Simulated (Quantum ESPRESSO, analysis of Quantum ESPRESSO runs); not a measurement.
# Monovacancy in W: vacancy formation, PBEsol (Quantum ESPRESSO), part 2 of 2

Subject: monovacancy in W. Wanted: its vacancy formation, in one set-up (PBEsol, GBRV 1.5 PBEsol, 32-site cell, PBEsol lattice, k: 4x4x4). The model is a cell of 32 host atoms with 1 W taken out. The formation energy is the energy of the cell with the vacancy less that of the same number of atoms in the perfect cell. A local or semilocal functional is the cheapest first rung.

Quantum ESPRESSO 7.5; PBEsol, GBRV 1.5 PBEsol, 32-site cell, PBEsol lattice, k: 4x4x4.

So far: Set-up; Relaxation, charge 0.

## Step 3: Defect-free supercell

The perfect cell is run with the same cutoff and k-points as the defect cell, so that sampling errors largely cancel in the difference.

This step: Quantum ESPRESSO plane-wave DFT, PBEsol, GBRV 1.5 PBEsol potentials; single point of a defect-free cell.

System of this step: The structure is cubic, space group Im-3m (No. 229). The conventional cell has a = 3.149 Å, b = 3.149 Å, c = 3.149 Å, α = 90.00°, β = 90.00°, γ = 90.00°. Nearest to W lie 8 W at 2.73 Å.

Contents of pw.in:

```
&CONTROL
  calculation = 'scf'
  prefix = 'pwscf'
  outdir = './tmp'
  pseudo_dir = './pseudo'
  tprnfor = .true.
  disk_io = 'low'
/
&SYSTEM
  ibrav = 0
  nat = 32
  ntyp = 1
  ecutwfc = 45
  ecutrho = 360
  nbnd = 291
  occupations = 'smearing'
  smearing = 'mv'
  degauss = 0.00734986
/
&ELECTRONS
  conv_thr = 3d-08
  electron_maxstep = 100
  mixing_beta = 0.5
/
ATOMIC_SPECIES
W    183.8400 w_pbesol_v1.2.uspp.F.UPF
CELL_PARAMETERS angstrom
   0.0000000000    6.2984931941    6.2984931941
   6.2984931941    0.0000000000    6.2984931941
   6.2984931941    6.2984931941    0.0000000000
ATOMIC_POSITIONS crystal
W      0.0000000000    0.0000000000    0.0000000000
W      0.1250000000    0.1250000000    0.1250000000
W      0.2500000000    0.2500000000    0.2500000000
W      0.3750000000    0.3750000000    0.3750000000
W      0.0000000000    0.0000000000    0.5000000000
W      0.1250000000    0.1250000000    0.6250000000
W      0.2500000000    0.2500000000    0.7500000000
W      0.3750000000    0.3750000000    0.8750000000
[... 18 atom lines left out ...]
W      0.7500000000    0.7500000000    0.2500000000
W      0.8750000000    0.8750000000    0.3750000000
W      0.5000000000    0.5000000000    0.5000000000
W      0.6250000000    0.6250000000    0.6250000000
W      0.7500000000    0.7500000000    0.7500000000
W      0.8750000000    0.8750000000    0.8750000000
K_POINTS automatic
4 4 4 0 0 0
```

On the command line:

```sh
OMP_NUM_THREADS=1 mpirun -n 4 pw.x -nk 4 -in pw.in > pw.out
```

The log of the run:

```text
[banner, memory and clock lines left out]
          URL

     Found identity + (  0.1250  0.1250  0.1250) symmetry
     This is a supercell, fractional translations are disabled
     Message from routine setup:
     using ibrav=0 with symmetry is DISCOURAGED, use correct ibrav instead

     G-vector sticks info

     bravais-lattice index     =            0
     lattice parameter (alat)  =      16.8326  a.u.
     unit-cell volume          =    3372.3807 (a.u.)^3
     number of atoms/cell      =           32
     number of atomic types    =            1
     number of electrons       =       448.00
     number of Kohn-Sham states=          291
     kinetic-energy cutoff     =      45.0000  Ry
     charge density cutoff     =     360.0000  Ry
     scf convergence threshold =      3.0E-08
     mixing beta               =       0.5000
     number of iterations used =            8  plain     mixing
     Exchange-correlation= SLA  PW   PSX  PSC
                           (   1   4  10   8   0   0   0)

     celldm(1)=  16.832574  celldm(2)=   0.000000  celldm(3)=   0.000000
     celldm(4)=   0.000000  celldm(5)=   0.000000  celldm(6)=   0.000000

     crystal axes: (cart. coord. in units of alat)
               a(1) = (   0.000000   0.707107   0.707107 )
               a(2) = (   0.707107   0.000000   0.707107 )
               a(3) = (   0.707107   0.707107   0.000000 )

     reciprocal axes: (cart. coord. in units 2 pi/alat)
               b(1) = ( -0.707107  0.707107  0.707107 )
               b(2) = (  0.707107 -0.707107  0.707107 )
               b(3) = (  0.707107  0.707107 -0.707107 )

     PseudoPot. # 1 for W  read from file:
     w_pbesol_v1.2.uspp.F.UPF
     Pseudo is Ultrasoft + core correction, Zval = 14.0
     Generated by new atomic code, or converted to UPF format
     Using radial grid of  923 points,  8 beta functions with:
                l(1) =   0
                l(2) =   0
                l(3) =   0
                l(4) =   1
                l(5) =   1
                l(6) =   2
                l(7) =   2
                l(8) =   3
     Q(r) pseudized with  6 coefficients,  rinner =    1.350   1.350   1.350
                                                       1.350   1.350   1.350
                                                       1.350

     atomic species   valence    mass     pseudopotential
     W                14.00   183.84000     W ( 1.00)

     48 Sym. Ops., with inversion, found

   Cartesian axes

     site n.     atom                  positions (alat units)
         1        W      tau(   1) = (   0.0000000   0.0000000   0.0000000  )
         2        W      tau(   2) = (   0.1767767   0.1767767   0.1767767  )
         3        W      tau(   3) = (   0.3535534   0.3535534   0.3535534  )
         4        W      tau(   4) = (   0.5303301   0.5303301   0.5303301  )
         5        W      tau(   5) = (   0.3535534   0.3535534   0.0000000  )
         6        W      tau(   6) = (   0.5303301   0.5303301   0.1767767  )
         7        W      tau(   7) = (   0.7071068   0.7071068   0.3535534  )
         8        W      tau(   8) = (   0.8838835   0.8838835   0.5303301  )
         9        W      tau(   9) = (   0.3535534   0.0000000   0.3535534  )
        10        W      tau(  10) = (   0.5303301   0.1767767   0.5303301  )
[...]
28        W      tau(  28) = (   0.8838835   0.8838835   1.2374369  )
        29        W      tau(  29) = (   0.7071068   0.7071068   0.7071068  )
        30        W      tau(  30) = (   0.8838835   0.8838835   0.8838835  )
        31        W      tau(  31) = (   1.0606602   1.0606602   1.0606602  )
        32        W      tau(  32) = (   1.2374369   1.2374369   1.2374369  )

     number of k points=     8  Marzari-Vanderbilt smearing, width (Ry)=  0.0073
                       cart. coord. in units 2pi/alat
        k(    1) = (   0.0000000   0.0000000   0.0000000), wk =   0.0312500
        k(    2) = (   0.1767767   0.1767767  -0.1767767), wk =   0.2500000
        k(    3) = (  -0.3535534  -0.3535534   0.3535534), wk =   0.1250000
        k(    4) = (   0.3535534   0.0000000   0.0000000), wk =   0.1875000
        k(    5) = (  -0.1767767  -0.5303301   0.5303301), wk =   0.7500000
        k(    6) = (   0.0000000  -0.3535534   0.3535534), wk =   0.3750000
        k(    7) = (  -0.7071068   0.0000000   0.0000000), wk =   0.0937500
        k(    8) = (  -0.7071068   0.3535534   0.0000000), wk =   0.1875000

     Dense  grid:   388703 G-vectors     FFT dimensions: ( 108, 108, 108)

     Smooth grid:   137483 G-vectors     FFT dimensions: (  72,  72,  72)

     Initial potential from superposition of free atoms

     starting charge     444.7900, renormalised to     448.0000

     negative rho (up, down):  1.998E+00 0.000E+00
     Starting wfcs are  416 randomized atomic wfcs

     Self-consistent Calculation

     iteration #  1     ecut=    45.00 Ry     beta= 0.50
     Davidson diagonalization with overlap
     ethr =  1.00E-02,  avg # of iterations =  2.0

     Threshold (ethr) on eigenvalues was too large:
     Diagonalizing with lowered threshold

     Davidson diagonalization with overlap
     ethr =  3.59E-04,  avg # of iterations =  1.2

[...]
ethr =  1.65E-06,  avg # of iterations =  4.0

     negative rho (up, down):  2.131E+00 0.000E+00

     total energy              =   -5089.42584148 Ry
     estimated scf accuracy    <       0.00065498 Ry

     iteration #  5     ecut=    45.00 Ry     beta= 0.50
     Davidson diagonalization with overlap
     ethr =  1.46E-07,  avg # of iterations =  3.8

     negative rho (up, down):  2.129E+00 0.000E+00

     total energy              =   -5089.42585069 Ry
     estimated scf accuracy    <       0.00022807 Ry

     iteration #  6     ecut=    45.00 Ry     beta= 0.50
     Davidson diagonalization with overlap
     ethr =  5.09E-08,  avg # of iterations =  2.0

     negative rho (up, down):  2.128E+00 0.000E+00

     total energy              =   -5089.42589619 Ry
     estimated scf accuracy    <       0.00001187 Ry

     iteration #  7     ecut=    45.00 Ry     beta= 0.50
     Davidson diagonalization with overlap
     ethr =  2.65E-09,  avg # of iterations =  5.5

     negative rho (up, down):  2.124E+00 0.000E+00

     total energy              =   -5089.42589961 Ry
     estimated scf accuracy    <       0.00001025 Ry

     iteration #  8     ecut=    45.00 Ry     beta= 0.50
     Davidson diagonalization with overlap
     ethr =  2.29E-09,  avg # of iterations =  2.0

     negative rho (up, down):  2.121E+00 0.000E+00

     total energy              =   -5089.42589788 Ry
     estimated scf accuracy    <       0.00001339 Ry

     iteration #  9     ecut=    45.00 Ry     beta= 0.50
     Davidson diagonalization with overlap
     ethr =  2.29E-09,  avg # of iterations =  1.4

     negative rho (up, down):  2.123E+00 0.000E+00

     total energy              =   -5089.42589640 Ry
     estimated scf accuracy    <       0.00000416 Ry

     iteration # 10     ecut=    45.00 Ry     beta= 0.50
     Davidson diagonalization with overlap
     ethr =  9.29E-10,  avg # of iterations =  2.0

     negative rho (up, down):  2.124E+00 0.000E+00

     total energy              =   -5089.42589684 Ry
     estimated scf accuracy    <       0.00000030 Ry

     iteration # 11     ecut=    45.00 Ry     beta= 0.50
     Davidson diagonalization with overlap
     ethr =  6.70E-11,  avg # of iterations =  2.6

     negative rho (up, down):  2.124E+00 0.000E+00

     End of self-consistent calculation

          k = 0.0000 0.0000 0.0000 ( 17153 PWs)   bands (ev):

   -51.2636 -51.1690 -51.1690 -51.1690 -51.1689 -51.1689 -51.1689 -51.1689
   -51.1689 -51.1297 -51.1297 -51.1297 -51.1297 -51.1297 -51.1296 -51.1198
   -51.1198 -51.1198 -51.1198 -51.1198 -51.1197 -51.1100 -51.1099 -51.0803
   -51.0803 -51.0803 -51.0803 -51.0803 -51.0803 -51.0803 -51.0802 -51.0134
   -16.1540 -16.1540 -16.1540 -16.1540 -16.1540 -16.1540 -15.7836 -15.7836
   -15.7836 -15.7836 -15.7836 -15.7835 -15.7835 -15.7835 -15.7835 -15.7835
   -15.7835 -15.7835 -15.7835 -15.7835 -15.7835 -15.7835 -15.7425 -15.7425
   -15.7425 -15.6968 -15.6968 -15.6968 -15.6968 -15.6968 -15.6968 -15.6968
   -15.6968 -15.5306 -15.5306 -15.5306 -15.5306 -15.5306 -15.5306 -15.4846
   -15.4846 -15.4846 -15.4846 -15.4846 -15.4846 -15.2650 -15.2650 -15.2650
[...]
26.4351  26.4351  26.4351

          k = 0.1768 0.1768-0.1768 ( 17177 PWs)   bands (ev):

[...]
26.6012  26.6012  26.7079

          k =-0.3536-0.3536 0.3536 ( 17196 PWs)   bands (ev):

[...]
26.9282  26.9282  27.0505

          k = 0.3536 0.0000 0.0000 ( 17137 PWs)   bands (ev):

[...]
26.5583  26.5583  26.5583

          k =-0.1768-0.5303 0.5303 ( 17210 PWs)   bands (ev):

[...]
26.5184  27.1855  27.1855

          k = 0.0000-0.3536 0.3536 ( 17188 PWs)   bands (ev):

[...]
26.7072  26.7943  26.7944

          k =-0.7071 0.0000 0.0000 ( 17182 PWs)   bands (ev):

[...]
26.7998  26.7999  27.1416

          k =-0.7071 0.3536 0.0000 ( 17244 PWs)   bands (ev):

[...]
24.2834  24.2834  24.2834  24.2834  25.3741  25.3741  25.3741  25.3741
    25.3741  25.3741  25.3741  25.3741  25.6565  25.6565  25.6565  25.6565
    25.8012  25.8012  25.8012  25.8012  25.9368  25.9368  25.9368  25.9368
    26.1137  26.1137  26.1137  26.1137  26.1137  26.1137  26.1137  26.1137
    26.1783  26.1783  26.1783  26.1783  26.1783  26.1783  26.1783  26.1783
    27.8381  27.8381  27.8381

     the Fermi energy is    22.9432 ev

!    total energy              =   -5089.42589689 Ry
     estimated scf accuracy    <          6.7E-09 Ry
     smearing contrib. (-TS)   =      -0.00388078 Ry
     internal energy E=F+TS    =   -5089.42201610 Ry

     The total energy is F=E-TS. E is the sum of the following terms:
     one-electron contribution =    -434.22238812 Ry
     hartree contribution      =     493.82009528 Ry
     xc contribution           =   -1313.62179356 Ry
     ewald contribution        =   -3835.39792969 Ry

     convergence has been achieved in  11 iterations

     negative rho (up, down):  2.124E+00 0.000E+00

     Forces acting on atoms (cartesian axes, Ry/au):

     atom    1 type  1   force =     0.00000000    0.00000000    0.00000000
     atom    2 type  1   force =     0.00000505    0.00000505    0.00000505
     atom    3 type  1   force =     0.00000000    0.00000000    0.00000000
     atom    4 type  1   force =    -0.00000783   -0.00000783   -0.00000783
     atom    5 type  1   force =     0.00000000   -0.00000000    0.00000000
     atom    6 type  1   force =    -0.00000505   -0.00000505    0.00000505
     atom    7 type  1   force =     0.00000000   -0.00000000   -0.00000413
     atom    8 type  1   force =     0.00000783    0.00000783   -0.00000783
     atom    9 type  1   force =    -0.00000000   -0.00000000    0.00000000
     atom   10 type  1   force =    -0.00000505    0.00000505   -0.00000505
[...]
atom   28 type  1   force =     0.00000505    0.00000505   -0.00000505
     atom   29 type  1   force =    -0.00000000    0.00000000    0.00000000
     atom   30 type  1   force =     0.00000783    0.00000783    0.00000783
     atom   31 type  1   force =     0.00000000    0.00000000    0.00000000
     atom   32 type  1   force =    -0.00000505   -0.00000505   -0.00000505

     Total force =     0.000047     Total SCF correction =     0.000251
     SCF correction compared to forces is large: reduce conv_thr to get better values
```

The job ended after 13 min (4 MPI ranks of Arm Neoverse V1, shared host; peak memory 5.2 GiB).

## Step 4: Outcome

* energy gained by relaxing the atoms: 0.08 eV
* vacancy formation energy at fixed volume, 0 K: 3.24 eV

In words: Vacancy formation energy: computed 3.24 eV, measured 3.5 to 4.1 eV; 0.26 eV outside the range, below it. The calculation is for 0 K; measured enthalpies come from near the melting point and hold vibrational and anharmonic parts. Semilocal functionals misjudge the energy of a vacancy's internal surface; LDA and PBEsol usually give larger values than PBE. Limits: the periodic copies of the defect are only 8.9 Å apart.

[Logs are printed without paths, hosts, clocks, repeated set-up lines and the standing remarks that a program may print on its own settings, such as how far it seeks lower states.]

[Hosts, paths, dates, database ids (printed as entryN), source tags and the programs' standing remarks are cut or masked in the printed files.]

[For some hosts the program warned that the k-mesh of the response run may be too coarse for force constants and the static dielectric constant; such warnings are not shown here.]
